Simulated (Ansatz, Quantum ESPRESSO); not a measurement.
# Calcium (Fm-3m): phonons and the Eliashberg function

How strong is the electron-phonon coupling in Calcium (Fm-3m)?

Method: DFT PBE, scalar-relativistic, plane waves, PseudoDojo norm-conserving pseudopotentials, in Quantum ESPRESSO 7.5.

### Step 1. Starting point

Symmetry: Fm-3m, No. 225, cubic system. The conventional cell has a = 5.588 Å, b = 5.588 Å, c = 5.588 Å, α = 90.00°, β = 90.00°, γ = 90.00°. Ca has 12 Ca at 3.95 Å nearest.

### Step 2. A first look

A cheap run with smearing and empty bands tells whether the crystal has a gap, which decides between fixed occupations and smearing later on.

probe.in reads:

```
&control
   calculation = 'scf'
   prefix = 'x'
   outdir = './tmp'
   pseudo_dir = './pseudo'
   tprnfor = .true.
   tstress = .true.
   verbosity = 'high'
/
&system
   ibrav = 0
   nat = 1
   ntyp = 1
   ecutwfc = 56.0
   occupations = 'smearing'
   smearing = 'gaussian'
   degauss = 0.01
/
&electrons
   conv_thr = 1.0d-07
   mixing_beta = 0.7
   electron_maxstep = 100
/
ATOMIC_SPECIES
 Ca     40.0780  Ca.upf
CELL_PARAMETERS angstrom
     0.000000000    2.794200000    2.794200000
     2.794200000    0.000000000    2.794200000
     2.794200000    2.794200000    0.000000000
ATOMIC_POSITIONS crystal
 Ca     0.000000000   0.000000000   0.000000000
K_POINTS automatic
 6 6 6 0 0 0
```

Run with:

```
$ OMP_NUM_THREADS=1 mpirun -n 4 pw.x -nk 4 -in probe.in > probe.out
```

The program printed:

```text
[banners, grids and lines that vanish by symmetry left out]
Program PWSCF v.7.5
     Message from routine setup:
     using ibrav=0 with symmetry is DISCOURAGED, use correct ibrav instead
[...]
kinetic-energy cutoff     =      56.0000  Ry
     charge density cutoff     =     224.0000  Ry
     scf convergence threshold =      1.0E-07
[...]
(   1   4   3   4   0   0   0)
[...]
48 Sym. Ops., with inversion, found
[...]
(     0          1          0      )
                  (     0          0          1      )
                  ( -0.0000000  1.0000000  0.0000000 )
                  ( -0.0000000  0.0000000  1.0000000 )
[...]
(     1          0         -1      )
                  (     0          0         -1      )
                  (  0.0000000 -1.0000000  0.0000000 )
[...]
(     0          0          1      )
                  (     0         -1          1      )
                  (  1.0000000 -0.0000000 -0.0000000 )
                  (  0.0000000 -1.0000000 -0.0000000 )
[...]
(    -1          1          0      )
                  (     0          1         -1      )
                  ( -1.0000000  0.0000000 -0.0000000 )
                  ( -0.0000000  1.0000000 -0.0000000 )
[...]
number of k points=    16  Gaussian smearing, width (Ry)=  0.0100
[...]
End of self-consistent calculation
[...]
the Fermi energy is     4.8230 ev
!    total energy              =     -77.42254729 Ry
[...]
convergence has been achieved in   4 iterations
     atom    1 type  1   force =     0.00000000    0.00000000    0.00000000
     Total force =     0.000000     Total SCF correction =     0.000000
          total   stress  (Ry/bohr**3)                   (kbar)     P=       -9.43
[...]
XML data file, charge density, pseudopotentials, collected wavefunctions

   JOB DONE.
```

The job ended after 1.8 s (4 MPI ranks of Arm Neoverse V1, shared host; peak memory of a rank 0.05 GiB; 6.6 s of CPU time).

Numbers from this step:

| Property | Result |
| --- | --- |
| volume per atom | 43.63 Å³ |
| pressure | -0.943 GPa |
| gap on the k-mesh | 0 eV |

No gap opens on this mesh, so smearing is kept; the start stands at -0.94 GPa.

### Step 3. Relaxing the cell and atoms

Frequencies change by per cents with a per cent of volume, so the structure is first brought to rest at this level of theory.

relax.in reads:

```
&control
   calculation = 'vc-relax'
   prefix = 'x'
   outdir = './tmp'
   pseudo_dir = './pseudo'
   tprnfor = .true.
   tstress = .true.
   forc_conv_thr = 2.0d-05
   etot_conv_thr = 1.0d-07
   nstep = 40
/
&system
   ibrav = 0
   nat = 1
   ntyp = 1
   ecutwfc = 56.0
   occupations = 'smearing'
   smearing = 'mv'
   degauss = 0.02
/
&electrons
   conv_thr = 1.0d-11
   mixing_beta = 0.7
   electron_maxstep = 100
/
&ions
/
&cell
   press_conv_thr = 0.2
/
ATOMIC_SPECIES
 Ca     40.0780  Ca.upf
CELL_PARAMETERS angstrom
     0.000000000    2.794200000    2.794200000
     2.794200000    0.000000000    2.794200000
     2.794200000    2.794200000    0.000000000
ATOMIC_POSITIONS crystal
 Ca     0.000000000   0.000000000   0.000000000
K_POINTS automatic
 12 12 12 0 0 0
```

Run with:

```
$ OMP_NUM_THREADS=1 mpirun -n 4 pw.x -nk 4 -in relax.in > relax.out
```

The program printed:

```text
[banners, grids and lines that vanish by symmetry left out]
[banner, memory and clock lines left out]
Program PWSCF v.7.5

[...]
kinetic-energy cutoff     =      56.0000  Ry
     charge density cutoff     =     224.0000  Ry
     scf convergence threshold =      1.0E-11
[...]
energy convergence thresh.=      1.0E-07
     force convergence thresh. =      2.0E-05
     press convergence thresh. =      2.0E-01
                           (   1   4   3   4   0   0   0)
[...]
48 Sym. Ops., with inversion, found
[...]
number of k points=    72  Marzari-Vanderbilt smearing, width (Ry)=  0.0200
[...]
End of self-consistent calculation
[...]
the Fermi energy is     4.7953 ev
!    total energy              =     -77.42377563 Ry
[...]
convergence has been achieved in   7 iterations
     atom    1 type  1   force =     0.00000000    0.00000000    0.00000000
     Total force =     0.000000     Total SCF correction =     0.000000
          total   stress  (Ry/bohr**3)                   (kbar)     P=       -9.32
[...]
number of bfgs steps    =   0
[...]
CELL_PARAMETERS (angstrom)
[...]
ATOMIC_POSITIONS (crystal)
Ca               0.0000000000        0.0000000000        0.0000000000
[...]
New effective cutoffs (rho, wfc):  224.43   56.17
[...]
End of self-consistent calculation
[...]
the Fermi energy is     4.8279 ev
!    total energy              =     -77.42386010 Ry
[...]
convergence has been achieved in   5 iterations
     atom    1 type  1   force =     0.00000000    0.00000000    0.00000000
     Total force =     0.000000     Total SCF correction =     0.000000
          total   stress  (Ry/bohr**3)                   (kbar)     P=       -8.48
[...]
number of bfgs steps    =   1
[...]
WARNING: bfgs curvature condition failed, Theta= 0.882
[...]
CELL_PARAMETERS (angstrom)
[...]
ATOMIC_POSITIONS (crystal)
Ca               0.0000000000        0.0000000000        0.0000000000
[...]
New effective cutoffs (rho, wfc):  225.50   56.44
[...]
End of self-consistent calculation
[...]
the Fermi energy is     4.8771 ev
!    total energy              =     -77.42397112 Ry
[...]
convergence has been achieved in   7 iterations
     atom    1 type  1   force =     0.00000000    0.00000000    0.00000000
     Total force =     0.000000     Total SCF correction =     0.000000
          total   stress  (Ry/bohr**3)                   (kbar)     P=       -7.18
[...]
number of bfgs steps    =   2
[...]
CELL_PARAMETERS (angstrom)
ATOMIC_POSITIONS (crystal)
Ca               0.0000000000        0.0000000000        0.0000000000
[...]
New effective cutoffs (rho, wfc):  227.12   56.85
[...]
End of self-consistent calculation
[...]
the Fermi energy is     4.9517 ev
!    total energy              =     -77.42410194 Ry
[...]
convergence has been achieved in   7 iterations
     atom    1 type  1   force =     0.00000000    0.00000000    0.00000000
     Total force =     0.000000     Total SCF correction =     0.000000
          total   stress  (Ry/bohr**3)                   (kbar)     P=       -5.18
[...]
number of bfgs steps    =   3
[...]
CELL_PARAMETERS (angstrom)
ATOMIC_POSITIONS (crystal)
Ca               0.0000000000        0.0000000000        0.0000000000
[...]
New effective cutoffs (rho, wfc):  229.59   57.47
[...]
End of self-consistent calculation
[...]
the Fermi energy is     5.0657 ev
!    total energy              =     -77.42421655 Ry
[...]
convergence has been achieved in   7 iterations
     atom    1 type  1   force =     0.00000000    0.00000000    0.00000000
     Total force =     0.000000     Total SCF correction =     0.000000
          total   stress  (Ry/bohr**3)                   (kbar)     P=       -2.08
[...]
number of bfgs steps    =   4
[...]
CELL_PARAMETERS (angstrom)
ATOMIC_POSITIONS (crystal)
Ca               0.0000000000        0.0000000000        0.0000000000
[...]
New effective cutoffs (rho, wfc):  231.23   57.88
[...]
End of self-consistent calculation
[...]
the Fermi energy is     5.1420 ev
!    total energy              =     -77.42423755 Ry
[...]
convergence has been achieved in   7 iterations
     atom    1 type  1   force =     0.00000000    0.00000000    0.00000000
     Total force =     0.000000     Total SCF correction =     0.000000
          total   stress  (Ry/bohr**3)                   (kbar)     P=        0.04
[...]
number of bfgs steps    =   5
[...]
CELL_PARAMETERS (angstrom)
ATOMIC_POSITIONS (crystal)
Ca               0.0000000000        0.0000000000        0.0000000000
[...]
New effective cutoffs (rho, wfc):  231.20   57.87
[...]
End of self-consistent calculation
[...]
the Fermi energy is     5.1405 ev
!    total energy              =     -77.42423756 Ry
[...]
convergence has been achieved in   4 iterations
     atom    1 type  1   force =     0.00000000    0.00000000    0.00000000
     Total force =     0.000000     Total SCF correction =     0.000000
          total   stress  (Ry/bohr**3)                   (kbar)     P=       -0.00
[...]
bfgs converged in   7 scf cycles and   6 bfgs steps
     End of BFGS Geometry Optimization
     Final enthalpy           =     -77.4242375600 Ry
     File ./tmp/x.bfgs deleted, as requested
[...]
CELL_PARAMETERS (angstrom)
[...]
ATOMIC_POSITIONS (crystal)
Ca               0.0000000000        0.0000000000        0.0000000000
[...]
Final scf calculation at the relaxed structure.
[...]
kinetic-energy cutoff     =      56.0000  Ry
     charge density cutoff     =     224.0000  Ry
     scf convergence threshold =      1.0E-13
[...]
press convergence thresh. =      2.0E-01
                           (   1   4   3   4   0   0   0)
[...]
48 Sym. Ops., with inversion, found
[...]
number of k points=    72  Marzari-Vanderbilt smearing, width (Ry)=  0.0200
[...]
c_bands:  1 eigenvalues not converged
     c_bands:  2 eigenvalues not converged
     c_bands:  3 eigenvalues not converged
     c_bands:  5 eigenvalues not converged
     c_bands:  2 eigenvalues not converged
     c_bands:  4 eigenvalues not converged
[...]
End of self-consistent calculation
[...]
the Fermi energy is     5.1405 ev
!    total energy              =     -77.42394147 Ry
[...]
convergence has been achieved in   9 iterations
     atom    1 type  1   force =     0.00000000    0.00000000    0.00000000
     Total force =     0.000000     Total SCF correction =     0.000000
          total   stress  (Ry/bohr**3)                   (kbar)     P=       -1.23
[...]
XML data file, charge density, pseudopotentials, collected wavefunctions
```

It took 36 s on 4 MPI ranks; peak memory of a rank 0.06 GiB; 2.4 min of CPU time.

The steps of the relaxation:

```
step  energy less that of the first step (eV)  largest force (eV/Å)  pressure (GPa)  volume (Å³)
   1                                   0.0000                0.0000           -0.93        43.63
   2                                  -0.0011                0.0000           -0.85        43.42
   3                                  -0.0027                0.0000           -0.72        43.12
   4                                  -0.0044                0.0000           -0.52        42.65
   5                                  -0.0060                0.0000           -0.21        41.97
   6                                  -0.0063                0.0000            0.00        41.52
   7                                  -0.0063                0.0000            0.00        41.53
   8                                  -0.0023                0.0000           -0.12        41.53
```

```
conventional cell, symmetrised  before  after  change
                         a (Å)   5.588  5.497  -1.6 %
                         b (Å)   5.588  5.497  -1.6 %
                         c (Å)   5.588  5.497  -1.6 %
              volume (Å³/atom)   43.63  41.53  -4.8 %
```

Final coordinates:

```xyz
1
Lattice="0.0000 2.7486 2.7486 2.7486 0.0000 2.7486 2.7486 2.7486 0.0000" Properties=species:S:1:pos:R:3 pbc="T T T"
Ca    0.0000    0.0000    0.0000
```

The last row of the table of steps is pw.x's closing run on a basis chosen anew for the final cell, so its energy can jump.

This step gave:

```
volume per atom : 41.53 Å³
pressure        : -0.123 GPa
```

The volume changes by -4.8 % from the cell with which this run began.

### Step 4. Relaxing the cell and atoms

A variable-cell run keeps the plane waves of its start, so its end shows a stress on a fresh basis; a second run from that cell removes it.

relax.in: that of step 3 with these lines changed.

```diff
@@ -33,5 +33,5 @@
 CELL_PARAMETERS angstrom
-     0.000000000    2.794200000    2.794200000
-     2.794200000    0.000000000    2.794200000
-     2.794200000    2.794200000    0.000000000
+     0.000000000    2.748624731    2.748624731
+     2.748624731    0.000000000    2.748624731
+     2.748624731    2.748624731    0.000000000
 ATOMIC_POSITIONS crystal
```

The program printed:

```text
[banners, grids and lines that vanish by symmetry left out]
[banner, memory and clock lines left out]
Program PWSCF v.7.5

[...]
kinetic-energy cutoff     =      56.0000  Ry
     charge density cutoff     =     224.0000  Ry
     scf convergence threshold =      1.0E-11
[...]
energy convergence thresh.=      1.0E-07
     force convergence thresh. =      2.0E-05
     press convergence thresh. =      2.0E-01
                           (   1   4   3   4   0   0   0)
[...]
48 Sym. Ops., with inversion, found
[...]
number of k points=    72  Marzari-Vanderbilt smearing, width (Ry)=  0.0200
[...]
c_bands:  1 eigenvalues not converged
[...]
End of self-consistent calculation
[...]
the Fermi energy is     5.1405 ev
!    total energy              =     -77.42394147 Ry
[...]
convergence has been achieved in   7 iterations
     atom    1 type  1   force =     0.00000000    0.00000000    0.00000000
     Total force =     0.000000     Total SCF correction =     0.000000
          total   stress  (Ry/bohr**3)                   (kbar)     P=       -1.23
[...]
number of bfgs steps    =   0
[...]
CELL_PARAMETERS (angstrom)
[...]
ATOMIC_POSITIONS (crystal)
Ca               0.0000000000        0.0000000000        0.0000000000
[...]
New effective cutoffs (rho, wfc):  223.98   56.02
[...]
End of self-consistent calculation
[...]
the Fermi energy is     5.1450 ev
!    total energy              =     -77.42394286 Ry
[...]
convergence has been achieved in   3 iterations
     atom    1 type  1   force =     0.00000000    0.00000000    0.00000000
     Total force =     0.000000     Total SCF correction =     0.000000
          total   stress  (Ry/bohr**3)                   (kbar)     P=       -1.10
[...]
number of bfgs steps    =   1
[...]
WARNING: bfgs curvature condition failed, Theta= 0.890
[...]
CELL_PARAMETERS (angstrom)
[...]
ATOMIC_POSITIONS (crystal)
Ca               0.0000000000        0.0000000000        0.0000000000
[...]
New effective cutoffs (rho, wfc):  224.12   56.06
[...]
End of self-consistent calculation
[...]
the Fermi energy is     5.1517 ev
!    total energy              =     -77.42394465 Ry
[...]
convergence has been achieved in   5 iterations
     atom    1 type  1   force =     0.00000000    0.00000000    0.00000000
     Total force =     0.000000     Total SCF correction =     0.000000
          total   stress  (Ry/bohr**3)                   (kbar)     P=       -0.91
[...]
number of bfgs steps    =   2
[...]
CELL_PARAMETERS (angstrom)
ATOMIC_POSITIONS (crystal)
Ca               0.0000000000        0.0000000000        0.0000000000
[...]
New effective cutoffs (rho, wfc):  224.33   56.11
[...]
End of self-consistent calculation
[...]
the Fermi energy is     5.1618 ev
!    total energy              =     -77.42394669 Ry
[...]
convergence has been achieved in   6 iterations
     atom    1 type  1   force =     0.00000000    0.00000000    0.00000000
     Total force =     0.000000     Total SCF correction =     0.000000
          total   stress  (Ry/bohr**3)                   (kbar)     P=       -0.61
[...]
number of bfgs steps    =   3
[...]
CELL_PARAMETERS (angstrom)
ATOMIC_POSITIONS (crystal)
Ca               0.0000000000        0.0000000000        0.0000000000
[...]
New effective cutoffs (rho, wfc):  224.64   56.19
[...]
End of self-consistent calculation
[...]
the Fermi energy is     5.1770 ev
!    total energy              =     -77.42394827 Ry
[...]
convergence has been achieved in   6 iterations
     atom    1 type  1   force =     0.00000000    0.00000000    0.00000000
     Total force =     0.000000     Total SCF correction =     0.000000
          total   stress  (Ry/bohr**3)                   (kbar)     P=       -0.17
[...]
number of bfgs steps    =   4
[...]
CELL_PARAMETERS (angstrom)
ATOMIC_POSITIONS (crystal)
Ca               0.0000000000        0.0000000000        0.0000000000
[...]
New effective cutoffs (rho, wfc):  224.77   56.22
[...]
End of self-consistent calculation
[...]
the Fermi energy is     5.1830 ev
!    total energy              =     -77.42394840 Ry
[...]
convergence has been achieved in   5 iterations
     atom    1 type  1   force =     0.00000000    0.00000000    0.00000000
     Total force =     0.000000     Total SCF correction =     0.000000
          total   stress  (Ry/bohr**3)                   (kbar)     P=       -0.00
[...]
number of bfgs steps    =   5
[...]
small trust_radius: resetting bfgs history
[...]
CELL_PARAMETERS (angstrom)
ATOMIC_POSITIONS (crystal)
Ca               0.0000000000        0.0000000000        0.0000000000
[...]
New effective cutoffs (rho, wfc):  224.77   56.22
[...]
End of self-consistent calculation
[...]
the Fermi energy is     5.1830 ev
!    total energy              =     -77.42394840 Ry
[...]
convergence has been achieved in   1 iterations
     atom    1 type  1   force =     0.00000000    0.00000000    0.00000000
     Total force =     0.000000     Total SCF correction =     0.000000
          total   stress  (Ry/bohr**3)                   (kbar)     P=        0.00
[...]
bfgs converged in   7 scf cycles and   6 bfgs steps
     End of BFGS Geometry Optimization
     Final enthalpy           =     -77.4239484013 Ry
     File ./tmp/x.bfgs deleted, as requested
[...]
CELL_PARAMETERS (angstrom)
[...]
ATOMIC_POSITIONS (crystal)
Ca               0.0000000000        0.0000000000        0.0000000000
[...]
Final scf calculation at the relaxed structure.
[...]
kinetic-energy cutoff     =      56.0000  Ry
     charge density cutoff     =     224.0000  Ry
     scf convergence threshold =      1.0E-13
[...]
press convergence thresh. =      2.0E-01
                           (   1   4   3   4   0   0   0)
[...]
48 Sym. Ops., with inversion, found
[...]
number of k points=    72  Marzari-Vanderbilt smearing, width (Ry)=  0.0200
[...]
c_bands:  1 eigenvalues not converged
     c_bands:  2 eigenvalues not converged
     c_bands:  1 eigenvalues not converged
     c_bands:  3 eigenvalues not converged
     c_bands:  4 eigenvalues not converged
[...]
End of self-consistent calculation
[...]
the Fermi energy is     5.1830 ev
!    total energy              =     -77.42390674 Ry
[...]
convergence has been achieved in   8 iterations
     atom    1 type  1   force =     0.00000000    0.00000000    0.00000000
     Total force =     0.000000     Total SCF correction =     0.000000
          total   stress  (Ry/bohr**3)                   (kbar)     P=       -0.17
[...]
XML data file, charge density, pseudopotentials, collected wavefunctions
```

Run time: 29 s. Hardware: 4 MPI ranks; peak memory of a rank 0.06 GiB; 1.9 min of CPU time.

Relaxation path:

```
step  energy less that of the first step (eV)  largest force (eV/Å)  pressure (GPa)  volume (Å³)
   1                                   0.0000                0.0000           -0.12        41.53
   2                                   0.0000                0.0000           -0.11        41.51
   3                                   0.0000                0.0000           -0.09        41.47
   4                                  -0.0001                0.0000           -0.06        41.41
   5                                  -0.0001                0.0000           -0.02        41.32
   6                                  -0.0001                0.0000            0.00        41.29
   7                                  -0.0001                0.0000            0.00        41.29
   8                                   0.0005                0.0000           -0.02        41.29
```

```
conventional cell, symmetrised  before  after  change
                         a (Å)   5.497  5.486  -0.2 %
                         b (Å)   5.497  5.486  -0.2 %
                         c (Å)   5.497  5.486  -0.2 %
              volume (Å³/atom)   41.53  41.29  -0.6 %
```

Final coordinates:

```
Ca
1.0
     0.00000    2.74321    2.74321
     2.74321    0.00000    2.74321
     2.74321    2.74321    0.00000
Ca
1
Direct
  0.00000 0.00000 0.00000
```

The last row of the table of steps is pw.x's closing run on a basis chosen anew for the final cell, so its energy can jump.

Read from the output:

```
volume per atom : 41.29 Å³
pressure        : -0.017 GPa
```

The volume changes by -0.6 % from the cell with which this run began.

[end of part 1 of 4]

[Long decimals in the printed logs are rounded to 6 places.]

[Host names, launcher messages, clock columns and parts of forces and stress are left out of these logs.]

[Logs are printed without paths, hosts, clocks, repeated set-up lines and the standing remarks that a program may print on its own settings, such as how far it seeks lower states.]

[Hosts, paths, dates, database ids (printed as entryN), source tags and the programs' standing remarks are cut or masked in the printed files.]

[Where Elk ran, warnings of its patched build on accuracy (core leakage, angular cutoffs, spin-orbit splittings, empty states, lower magnetic states) are left out.]

[Sessions in which a second program contradicted a gradient-corrected response are left out of this set, so agreement between programs is selected.]
